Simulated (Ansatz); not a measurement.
# Decaying states in the gap of RbLiZnO2, part 3 of 3

A new crystal, RbLiZnO2: structure, gap and complex bands. It is built by putting O for S in the RbLiZnS2 structure of space group I-4m2, with the volume rescaled by atomic radii. The parent structure comes from the Materials Project.

Ansatz 0.2.0; r2SCAN DFT, plane waves, PAW files (the session's first sound run).

So far, gap on the k-mesh (eV): step 3 (the bulk crystal and its band edges, r2SCAN) 2.87; step 5 (complex bands, plane (110), k-mesh 10×10×10, r2SCAN) 2.87; step 6 (r2SCAN JTH, cutoff 1380 eV) 2.84.

The structure was built from a prototype and need not be the compound's stable phase.

## Step 7: Complex bands at another level, cutoff 1380 eV

This step: r2SCAN DFT, plane waves, JTH PAW files; complex bands by layer matching along the plane's normal (Ansatz 0.2.0).

The complex bands at that level, over its own gap, at (0, 0) and (0.125, 0.125).

Input file input.yaml:

```yaml
crystal:
  lattice:
    - [3.488659528, 0.0, 0.0]
    - [0.0, 3.488659528, 0.0]
    - [1.744329764, 1.744329764, 5.746405631]
  atoms:
    - { symbol: Rb, position: [0.0, 0.0, 0.0] }
    - { symbol: Li, position: [0.25, 0.75, 0.5] }
    - { symbol: Zn, position: [0.75, 0.25, 0.5] }
    - { symbol: O, position: [0.3321549589, 0.3321549589, 0.3356900822] }
    - { symbol: O, position: [0.6678450411, 0.6678450411, 0.6643099178] }
kpoints:
  mp_grid: { grid: [8, 8, 8] }
scf:
  occupations: { method: fixed }
hamiltonian:
  xc: r2scan
  pseudopotentials: { kind: paw, source: jth }
output:
  eigenvalues: true
  transmission:
    leads: [[0, 0]]
    kpoints: [[0.0, 0.0], [0.125, 0.125]]
    e_range: [-1.0, 3.84]
    de: 0.08
```

Command:

```
$ ansatz run input.yaml --threads 2 --pin off --max-ram 4096MiB --backend cpu --events-out ev --progress --plain --runs-dir out
```

Numbers of over 12 decimals in the logs are rounded to 6 here.

The log of the run:

```text
[...]
Crystal: 5 atoms, lattice volume = 69.938 Å³
Basis set: ecut = 1380 eV, 8115 PW (Γ), exchange–correlation on 216×216×384 points (64 copies of the dense FFT grid, shifted against one another)
Bands: 23, of which v1, the nominal top of the filled ones, is band 18 counted from 1 (17 counted from 0)
Symmetry: 8 space group operations
[...]
k-points: 59 of 512 (time reversal used)
[...]
SCF iter   1: F=—  HF=-7944.582857 eV  |F-HF|=—  |Δ(HF+E_count)|=         —  Δρ=6.28e-2  dr2=1.77e0  dr2_τ=5.29e-2  ethr=3.10e-3  ⟨swp⟩=7.1  Hψ=7298  notcnv=0  defer=161
[...]
SCF iter   9: F=-7944.482329 eV  HF=-7944.482329 eV  |F-HF|=2.59e-9  |Δ(HF+E_count)|=   1.61e-7  Δρ=4.09e-6  dr2=1.19e-8  dr2_τ=7.01e-9  ethr=2.78e-10  ⟨swp⟩=17.0  Hψ=11022  notcnv=0
SCF 1 converged in 9 iterations: F = -7944.482329 eV  dr2 = 1.19e-8
[...]
transmission: 13 of 26 steps passed
transmission: 26 of 26 steps passed
SCF converged after 9 iterations
Free energy (F): -7944.482329 eV
[...]
Internal energy: -7944.482329 eV  (E = F + TS)
E sigma→0 (E₀):  -7944.482329 eV
Fermi energy:    6.239234 eV
[...]
--- Band table (eV; the first three rows and the last of 59) ---
  k-point 0: bands = [... 14 lower, 4.0688, 6.0498, 6.0498, 6.1491, 9.0808, 12.2638, 12.7384, 13.1316, ... 1 higher]
  k-point 1: bands = [... 14 lower, 4.1023, 6.0434, 6.0434, 6.0481, 9.2706, 12.2219, 12.5480, 13.0967, ... 1 higher]
  k-point 2: bands = [... 14 lower, 4.1906, 5.8270, 6.0277, 6.0277, 9.7437, 11.9401, 12.3654, 12.9098, ... 1 higher]
  k-point 58: bands = [... 14 lower, 4.4595, 4.6631, 4.6913, 4.9633, 12.4409, 12.6373, 14.5993, 14.6285, ... 1 higher]
--- Transmission ---
  basis      : 349 plane waves across, 13 finite elements along
  points     : 2, as listed
[...]
channels       : 0.000000e0 a spin
[...]
slowest decay  : 0.2826 /Å at (0.0000, 0.0000)
```

Elapsed: 89 s, on 2 threads of Intel Xeon 6975P-C (Granite Rapids), shared host; peak memory 2.3 GiB; 2.9 min of CPU time.

This step gave:

```yaml
level_to_which_the_leads_are_filled: 1.421 eV from the Fermi level
decay_constant_at_the_filling_level_zone_centre: 0.2826 Å⁻¹
decay_constant_at_the_filling_level_slowest_listed_point: 0.2826 Å⁻¹
```

K parallel (0, 0); values up to 1.5 1/Å, a degenerate pair printed once or twice; energies at which all values exceed this have no row. Table of Im kz of the slowest decaying states by energy, zero at the highest filled level on the SCF mesh:

```tsv
energy (eV)	decay 1 (Å⁻¹)	decay 2 (Å⁻¹)	decay 3 (Å⁻¹)	decay 4 (Å⁻¹)
-1.00	0.222	0.603	0.659	1.30
-0.84	0.161	0.593	0.650	1.29
-0.60	0.551	0.640	1.28	1.46
-0.44	0.485	0.635	1.27	1.43
-0.20	0.629	1.26	1.40	-
-0.04	0.0903	0.502	0.625	1.25
0.12	0.173	0.621	0.645	1.24
0.36	0.231	0.615	0.788	1.23
0.52	0.254	0.610	0.870	1.22
0.76	0.274	0.604	1.02	1.15
0.92	0.282	0.598	1.10	1.20
1.08	0.285	0.593	1.11	1.19
1.32	0.284	0.584	1.12	1.17
1.48	0.280	0.578	1.12	1.16
1.72	0.268	0.567	1.13	1.14
1.88	0.256	0.559	1.13	1.13
2.04	0.241	0.551	1.12	1.13
2.28	0.210	0.538	1.11	1.13
2.44	0.182	0.529	1.09	1.13
2.68	0.120	0.513	1.07	1.13
2.84	0.0118	0.502	1.06	1.13
3.00	0.491	1.05	1.13	-
3.24	0.472	1.03	1.13	-
3.40	0.458	1.01	1.13	-
3.64	0.436	0.986	1.12	-
3.80	0.419	0.969	1.12	-
```

K parallel (0.125, 0.125); values up to 1.5 1/Å, a degenerate pair printed once or twice; energies at which all values exceed this have no row. Table of Im kz of the slowest decaying states by energy, zero at the highest filled level on the SCF mesh:

```tsv
energy (eV)	decay 1 (Å⁻¹)	decay 2 (Å⁻¹)	decay 3 (Å⁻¹)	decay 4 (Å⁻¹)
-1.00	0.433	0.453	0.517	0.842
-0.76	0.355	0.390	0.486	0.813
-0.52	0.203	0.485	0.843	1.04
-0.28	0.130	0.507	0.567	0.918
-0.04	0.612	0.657	0.913	1.34
0.20	0.316	0.699	0.711	0.914
0.44	0.402	0.736	0.794	0.920
0.68	0.435	0.733	0.899	0.934
0.92	0.448	0.714	0.951	1.08
1.16	0.451	0.693	0.943	0.988
1.40	0.447	0.674	0.941	1.01
1.64	0.439	0.657	0.947	1.02
1.88	0.426	0.641	0.956	1.02
2.12	0.409	0.626	0.969	1.01
2.36	0.388	0.610	0.985	1.13
2.60	0.363	0.594	0.982	1.13
2.84	0.331	0.578	0.976	1.13
3.08	0.291	0.561	0.969	1.13
3.32	0.240	0.543	0.962	1.13
3.56	0.164	0.524	0.953	1.13
3.80	0.504	0.945	1.13	1.15
```

At the listed wavevectors the last open channel is at -0.04 eV and the next at +2.92 eV on the grid. At +1.40 eV, the grid energy nearest the filling level (the middle of the gap on the SCF mesh), the slowest state at the listed wavevectors decays with κ = 0.283 Å⁻¹, its amplitude falling by e over 3.5 Å; the first such run, plane (001), gave 0.285 Å⁻¹ over as many of its listed wavevectors.

## Step 8: Results

| Property | Result |
| --- | --- |
| band gap | 2.87 eV |
| least decay constant at mid-gap, normal to (001) | 0.285 Å⁻¹ |
| least decay constant at mid-gap, normal to (110) | 0.279 Å⁻¹ |
| least decay constant, JTH files | 0.283 Å⁻¹ |

What this shows: With r2SCAN, the slowest decay at the wavevectors tried is κ = 0.279 Å⁻¹, normal to (110). Through such a film the transmission near mid-gap falls as exp(−2κd), a factor of ten every 4.1 Å. The directions tried decay at nearly the same rate. A free electron under a barrier of half the gap would need a mass of 0.21 mₑ to decay at this rate. With JTH files the gap goes from 2.87 to 2.84 eV and the decay constant, over the first 2 listed wavevectors (which shift with the band edges), from 0.285 to 0.283 Å⁻¹. The compound is made up by substitution; its stability against other phases and against distortions of the cell's symmetry was not tested. r2SCAN still narrows gaps, if less than LDA and GGA do, so real decay constants are likely larger.

[Logs are printed without paths, hosts, clocks, repeated set-up lines and the standing remarks that a program may print on its own settings, such as how far it seeks lower states.]

[Hosts, paths, dates, database ids (printed as entryN), source tags and the programs' standing remarks are cut or masked in the printed files.]
